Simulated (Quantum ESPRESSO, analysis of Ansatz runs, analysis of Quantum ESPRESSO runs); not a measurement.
# Local vibrational mode of the vacancy with four H in Ge (PBE) (Quantum ESPRESSO), part 2 of 2

How near does this set-up come to the measured local vibrational mode? Subject: vacancy with four H in Ge. Set-up: PBE, GBRV 1.5 PBE, 32-site cell, PBE lattice, k: 2x2x2 shifted. The model is a cell of 32 host atoms with 1 Ge taken out and 4 H put in. The frequencies come from force constants among the defect atom and its neighbours, with the masses of the isotopes named. A local or semilocal functional is the cheapest first rung.

Quantum ESPRESSO 7.5; PBE, GBRV 1.5 PBE, 32-site cell, PBE lattice, k: 2x2x2 shifted.

So far. Step 2 (Relaxation, charge 0): Neighbours of the added atoms: H32: Ge22 1.55, H34 1.84, H33 1.84 Å; H33: Ge25 1.55, H34 1.84, H32 1.84 Å; H34: Ge26 1.55, H33 1.84, H32 1.84 Å; H35: Ge31 1.55, H33 1.84, H32 1.84 Å.

## 3. Atom Ge22 moved by 0.015 A along x

Force constants come from the forces after small displacements; symmetry gives the rest. One such run is shown.

This step: Quantum ESPRESSO plane-wave DFT, PBE, GBRV 1.5 PBE potentials; single point of a defect supercell.

pw.in

```
&CONTROL
  calculation = 'scf'
  prefix = 'pwscf'
  outdir = './tmp'
  pseudo_dir = './pseudo'
  tprnfor = .true.
  disk_io = 'low'
/
&SYSTEM
  ibrav = 0
  nat = 35
  ntyp = 2
  ecutwfc = 45
  ecutrho = 360
  nbnd = 223
  occupations = 'smearing'
  smearing = 'fd'
  degauss = 0.00073499
/
&ELECTRONS
  conv_thr = 1d-10
  electron_maxstep = 100
  mixing_beta = 0.5
/
ATOMIC_SPECIES
Ge    72.6300 ge_pbe_v1.4.uspp.F.UPF
H      1.0080 h_pbe_v1.4.uspp.F.UPF
CELL_PARAMETERS angstrom
  -5.7552132298    5.7552132298    5.7552132298
   5.7552132298   -5.7552132298    5.7552132298
   5.7552132298    5.7552132298   -5.7552132298
ATOMIC_POSITIONS crystal
Ge     0.0000000000    0.0000000000    0.5000000000
Ge    -0.0046546117    0.2476394074    0.2476394074
[... 3 atom lines left out ...]
Ge     0.2476394074    0.2476394074   -0.0046546117
[... 4 atom lines left out ...]
Ge     0.5000000000    0.7523605926    0.2477059809
Ge     0.7522940191    0.0046546117    0.7522940191
[... 2 atom lines left out ...]
Ge     0.7522940191    0.7522940191    0.0046546117
[... 6 atom lines left out ...]
Ge     0.2316600056    0.5013031663    0.5013031663
[... 2 atom lines left out ...]
Ge     0.5000000000    0.2316600056    0.5000000000
Ge     0.5000000000    0.5000000000    0.2316600056
[... 4 atom lines left out ...]
Ge     0.7683399944    0.7683399944    0.7683399944
H      0.3867256034    0.5000000000    0.5000000000
H      0.5000000000    0.3867256034    0.5000000000
H      0.5000000000    0.5000000000    0.3867256034
H      0.6132743966    0.6132743966    0.6132743966
K_POINTS automatic
2 2 2 1 1 1
```

Launch:

```sh
$ OMP_NUM_THREADS=1 pw.x -in pw.in > pw.out
```

The program printed:

```text
[banner, memory and clock lines left out]
          URL

     Message from routine setup:
     using ibrav=0 with symmetry is DISCOURAGED, use correct ibrav instead

     G-vector sticks info

     bravais-lattice index     =            0
     lattice parameter (alat)  =      18.8374  a.u.
     unit-cell volume          =    5145.6572 (a.u.)^3
     number of atoms/cell      =           35
     number of atomic types    =            2
     number of electrons       =       438.00
     number of Kohn-Sham states=          223
     kinetic-energy cutoff     =      45.0000  Ry
     charge density cutoff     =     360.0000  Ry
     scf convergence threshold =      1.0E-10
     mixing beta               =       0.5000
     number of iterations used =            8  plain     mixing
     Exchange-correlation=  SLA  PW   PBX  PBC
                           (   1   4   3   4   0   0   0)

     celldm(1)=  18.837398  celldm(2)=   0.000000  celldm(3)=   0.000000
     celldm(4)=   0.000000  celldm(5)=   0.000000  celldm(6)=   0.000000

     crystal axes: (cart. coord. in units of alat)
               a(1) = (  -0.577350   0.577350   0.577350 )
               a(2) = (   0.577350  -0.577350   0.577350 )
               a(3) = (   0.577350   0.577350  -0.577350 )

     reciprocal axes: (cart. coord. in units 2 pi/alat)
               b(1) = ( -0.000000  0.866025  0.866025 )
               b(2) = (  0.866025 -0.000000  0.866025 )
               b(3) = (  0.866025  0.866025  0.000000 )

     PseudoPot. # 1 for Ge read from file:
     ge_pbe_v1.4.uspp.F.UPF
     Pseudo is Ultrasoft + core correction, Zval = 14.0
     Generated by new atomic code, or converted to UPF format
     Using radial grid of  873 points,  6 beta functions with:
                l(1) =   0
                l(2) =   0
                l(3) =   1
                l(4) =   1
                l(5) =   2
                l(6) =   2
     Q(r) pseudized with  8 coefficients,  rinner =    1.400   1.400   1.400
                                                       1.400   1.400

     PseudoPot. # 2 for H  read from file:
     h_pbe_v1.4.uspp.F.UPF
     Pseudo is Ultrasoft, Zval =  1.0
     Generated by new atomic code, or converted to UPF format
     Using radial grid of  615 points,  2 beta functions with:
                l(1) =   0
                l(2) =   0
     Q(r) pseudized with  8 coefficients,  rinner =    0.700

     atomic species   valence    mass     pseudopotential
     Ge               14.00    72.63000     Ge( 1.00)
     H                 1.00     1.00800     H ( 1.00)

      2 Sym. Ops. (no inversion) found

   Cartesian axes

     site n.     atom                  positions (alat units)
         1        Ge     tau(   1) = (   0.2886751   0.2886751  -0.2886751  )
         2        Ge     tau(   2) = (   0.2886367  -0.0026873  -0.0026873  )
         3        Ge     tau(   3) = (   0.2886751  -0.2886751   0.2886751  )
         4        Ge     tau(   4) = (   0.8659870   0.0026873   0.0026873  )
         5        Ge     tau(   5) = (  -0.0026873   0.2886367  -0.0026873  )
         6        Ge     tau(   6) = (  -0.0026873  -0.0026873   0.2886367  )
         7        Ge     tau(   7) = (   0.5800376   0.2887136  -0.0026873  )
         8        Ge     tau(   8) = (   0.5800376  -0.0026873   0.2887136  )
         9        Ge     tau(   9) = (  -0.2886751   0.2886751   0.2886751  )
        10        Ge     tau(  10) = (   0.2887136   0.5800376  -0.0026873  )
[...]
27        Ge     tau(  27) = (   0.1447511  -0.1456616   0.7230119  )
        28        Ge     tau(  28) = (  -0.1456616   0.7230119   0.1447511  )
        29        Ge     tau(  29) = (  -0.1447511   0.4316886   0.4316886  )
        30        Ge     tau(  30) = (  -0.1456616   0.1447511   0.7230119  )
        31        Ge     tau(  31) = (   0.4436013   0.4436013   0.4436013  )
        32        H      tau(  32) = (   0.3540741   0.2232761   0.2232761  )
        33        H      tau(  33) = (   0.2232761   0.3540741   0.2232761  )
        34        H      tau(  34) = (   0.2232761   0.2232761   0.3540741  )
        35        H      tau(  35) = (   0.3540741   0.3540741   0.3540741  )

     number of k points=     3  Fermi-Dirac smearing, width (Ry)=  0.0007
                       cart. coord. in units 2pi/alat
        k(    1) = (   0.4330127   0.4330127   0.4330127), wk =   0.5000000
        k(    2) = (   0.0000000   0.0000000   0.4330127), wk =   1.0000000
        k(    3) = (   0.4330127   0.0000000   0.0000000), wk =   0.5000000

     Dense  grid:   593593 G-vectors     FFT dimensions: ( 120, 120, 120)

     Smooth grid:   209883 G-vectors     FFT dimensions: (  81,  81,  81)

     Initial potential from superposition of free atoms

     starting charge     437.9729, renormalised to     438.0000
     Starting wfcs are  283 randomized atomic wfcs

     Self-consistent Calculation

     iteration #  1     ecut=    45.00 Ry     beta= 0.50
     Davidson diagonalization with overlap
     ethr =  1.00E-02,  avg # of iterations =  2.0

     Threshold (ethr) on eigenvalues was too large:
     Diagonalizing with lowered threshold

     Davidson diagonalization with overlap
     ethr =  1.55E-04,  avg # of iterations =  2.0

     total energy              =   -6627.70244624 Ry
     estimated scf accuracy    <       0.71684219 Ry

     iteration #  2     ecut=    45.00 Ry     beta= 0.50
     Davidson diagonalization with overlap
     ethr =  1.64E-04,  avg # of iterations =  2.0

     total energy              =   -6627.71548243 Ry
     estimated scf accuracy    <       0.14488295 Ry

     iteration #  3     ecut=    45.00 Ry     beta= 0.50
     Davidson diagonalization with overlap
     ethr =  3.31E-05,  avg # of iterations =  5.7

     total energy              =   -6627.72220145 Ry
     estimated scf accuracy    <       0.04119666 Ry

     iteration #  4     ecut=    45.00 Ry     beta= 0.50
     Davidson diagonalization with overlap
     ethr =  9.41E-06,  avg # of iterations =  3.7

     total energy              =   -6627.72924497 Ry
     estimated scf accuracy    <       0.00190409 Ry

     iteration #  5     ecut=    45.00 Ry     beta= 0.50
     Davidson diagonalization with overlap
     ethr =  4.35E-07,  avg # of iterations =  3.0

     total energy              =   -6627.72955587 Ry
     estimated scf accuracy    <       0.00015592 Ry

     iteration #  6     ecut=    45.00 Ry     beta= 0.50
     Davidson diagonalization with overlap
     ethr =  3.56E-08,  avg # of iterations =  4.0

     total energy              =   -6627.72959007 Ry
     estimated scf accuracy    <       0.00003495 Ry

     iteration #  7     ecut=    45.00 Ry     beta= 0.50
     Davidson diagonalization with overlap
     ethr =  7.98E-09,  avg # of iterations =  3.3

     total energy              =   -6627.72959961 Ry
     estimated scf accuracy    <       0.00000322 Ry

     iteration #  8     ecut=    45.00 Ry     beta= 0.50
     Davidson diagonalization with overlap
     ethr =  7.36E-10,  avg # of iterations =  3.0

     total energy              =   -6627.72960067 Ry
     estimated scf accuracy    <       0.00000034 Ry

     iteration #  9     ecut=    45.00 Ry     beta= 0.50
     Davidson diagonalization with overlap
     ethr =  7.87E-11,  avg # of iterations =  4.7

     total energy              =   -6627.72960088 Ry
     estimated scf accuracy    <       0.00000018 Ry

     iteration # 10     ecut=    45.00 Ry     beta= 0.50
     Davidson diagonalization with overlap
     ethr =  4.07E-11,  avg # of iterations =  3.3

     total energy              =   -6627.72960091 Ry
     estimated scf accuracy    <       0.00000002 Ry

     iteration # 11     ecut=    45.00 Ry     beta= 0.50
     Davidson diagonalization with overlap
     ethr =  4.98E-12,  avg # of iterations =  4.0

     total energy              =   -6627.72960092 Ry
     estimated scf accuracy    <          4.1E-09 Ry

     iteration # 12     ecut=    45.00 Ry     beta= 0.50
     Davidson diagonalization with overlap
     ethr =  9.40E-13,  avg # of iterations =  3.0

     total energy              =   -6627.72960092 Ry
     estimated scf accuracy    <          6.2E-10 Ry

     iteration # 13     ecut=    45.00 Ry     beta= 0.50
     Davidson diagonalization with overlap
     ethr =  1.43E-13,  avg # of iterations =  3.3

     End of self-consistent calculation

          k = 0.4330 0.4330 0.4330 ( 26284 PWs)   bands (ev):

   -17.2630 -17.2613 -17.2611 -17.2604 -17.2580 -17.2580 -17.2571 -17.2559
   -17.2550 -17.2539 -17.2538 -17.2531 -17.2488 -17.2483 -17.2479 -17.2456
   -17.2398 -17.2394 -17.2393 -17.2390 -17.2388 -17.2301 -17.2299 -17.2296
   -17.2231 -17.2216 -17.2212 -17.2209 -17.2208 -17.2145 -17.2133 -17.2127
   -17.2117 -17.1900 -17.1899 -17.1894 -17.1755 -17.1749 -17.1746 -17.1688
   -17.1685 -17.1681 -17.1654 -17.1654 -17.1629 -17.1576 -17.1573 -17.1571
   -17.1562 -17.1560 -17.1555 -17.1452 -17.1445 -17.1300 -17.1289 -17.1286
   -17.1283 -17.1239 -17.1239 -17.1237 -17.1133 -17.1133 -17.1129 -17.1045
   -17.1040 -17.1040 -17.1037 -17.1032 -17.1032 -17.1026 -17.1024 -17.1021
   -17.0928 -17.0923 -17.0921 -17.0915 -17.0914 -17.0911 -17.0832 -17.0830
[...]
6.6572   6.6595   6.6613   8.0666   8.0671   8.0705   8.3050

          k = 0.0000 0.0000 0.4330 ( 26259 PWs)   bands (ev):

[...]
6.1904   6.6367   6.6371   8.2367   8.7751   8.7768   8.9138

          k = 0.4330 0.0000 0.0000 ( 26259 PWs)   bands (ev):

[...]
0.0923   0.5087   0.5109   0.5164   0.5815   0.9897   2.0580   2.0639
     2.1816   2.5510   3.4008   3.4026   3.4307   3.5889   4.0097   4.1140
     4.1149   4.2213   4.5633   4.6069   4.6106   4.7864   4.7892   4.7956
     4.7960   4.8569   4.8616   4.8975   4.9094   5.0146   5.0178   5.0339
     5.1602   5.8237   5.9114   5.9136   5.9891   6.0319   6.0354   6.0557
     6.1853   6.6343   6.6382   8.2357   8.7735   8.7764   8.9135

     the Fermi energy is     7.3652 ev

!    total energy              =   -6627.72960092 Ry
     estimated scf accuracy    <          4.0E-11 Ry
     smearing contrib. (-TS)   =       0.00000000 Ry
     internal energy E=F+TS    =   -6627.72960092 Ry

     The total energy is F=E-TS. E is the sum of the following terms:
     one-electron contribution =   -4519.58022152 Ry
     hartree contribution      =    2650.81096272 Ry
     xc contribution           =   -1810.02457901 Ry
     ewald contribution        =   -2948.93576311 Ry

     convergence has been achieved in  13 iterations

     Forces acting on atoms (cartesian axes, Ry/au):

     atom    1 type  1   force =    -0.00002380   -0.00003173   -0.00003105
     atom    2 type  1   force =     0.00197558    0.00119939    0.00119939
     atom    3 type  1   force =    -0.00002380   -0.00003105   -0.00003173
     atom    4 type  1   force =     0.00025754   -0.00011387   -0.00011387
     atom    5 type  1   force =     0.00024565    0.00022782    0.00009303
     atom    6 type  1   force =     0.00024565    0.00009303    0.00022782
     atom    7 type  1   force =     0.00141957    0.00105354   -0.00097555
     atom    8 type  1   force =     0.00141957   -0.00097555    0.00105354
     atom    9 type  1   force =     0.00010788   -0.00002633   -0.00002633
     atom   10 type  1   force =    -0.00022780   -0.00009975    0.00015085
[...]
atom   31 type  1   force =     0.00026913    0.00032976    0.00032976
     atom   32 type  2   force =     0.00324522   -0.00276078   -0.00276078
     atom   33 type  2   force =    -0.00017699    0.00016337   -0.00027640
     atom   34 type  2   force =    -0.00017699   -0.00027640    0.00016337
     atom   35 type  2   force =     0.00028413    0.00024548    0.00024548

     Total force =     0.010268     Total SCF correction =     0.000031
```

Run time: 20 min. Hardware: 1 thread of Arm Neoverse V2, shared host; peak memory 3.3 GiB.

At this level the gap is 1.41 eV on the k-mesh of the self-consistent run, which can miss the band edges.

## 4. Local vibrational modes

Analysis of the runs above: force constants by central differences of Quantum ESPRESSO plane-wave DFT, PBE, GBRV 1.5 PBE potentials forces among the atoms nearest to a defect, the others at rest.

The modes with the largest weight on the probed atoms (the light atom of a pair), for the masses of each isotope. Modes of the displaced atoms (local only where they lie over the host's phonons):

```tsv
isotopes	mode (cm⁻¹)	share of the defect atoms
H	2040	0.989
H	2013	0.988
H	2013	0.988
H	2013	0.988
H	540.7	0.991
H	540.7	0.991
H	540.7	0.991
H	525.4	0.991
H	525.4	0.991
H	480.5	0.978
H	480.5	0.978
H	480.5	0.978
D	1451	0.978
D	1433	0.975
D	1433	0.975
D	1433	0.975
D	384.5	0.976
D	384.5	0.976
D	384.5	0.976
D	373.6	0.975
D	373.6	0.975
D	344.5	0.936
D	344.5	0.936
D	344.5	0.936
```

## 5. Results

```
distance from the defect atom to its nearest neighbour : 1.546 Å
Ge-H stretch, T2                                       : 2013 cm⁻¹
```

In words: Ge-H stretch, T2: computed 2013 cm⁻¹, measured 2061.5 cm⁻¹; 48 cm⁻¹ (2 %) below the measurement. The computed value is harmonic, while the measured line is the anharmonic fundamental, which for X–H stretches usually lies a few per cent lower. Only the named neighbours move, so modes near the host's band are approximate.

[Logs are printed without paths, hosts, clocks, repeated set-up lines and the standing remarks that a program may print on its own settings, such as how far it seeks lower states.]

[Hosts, paths, dates, database ids (printed as entryN), source tags and the programs' standing remarks are cut or masked in the printed files.]

[For some hosts the program warned that the k-mesh of the response run may be too coarse for force constants and the static dielectric constant; such warnings are not shown here.]
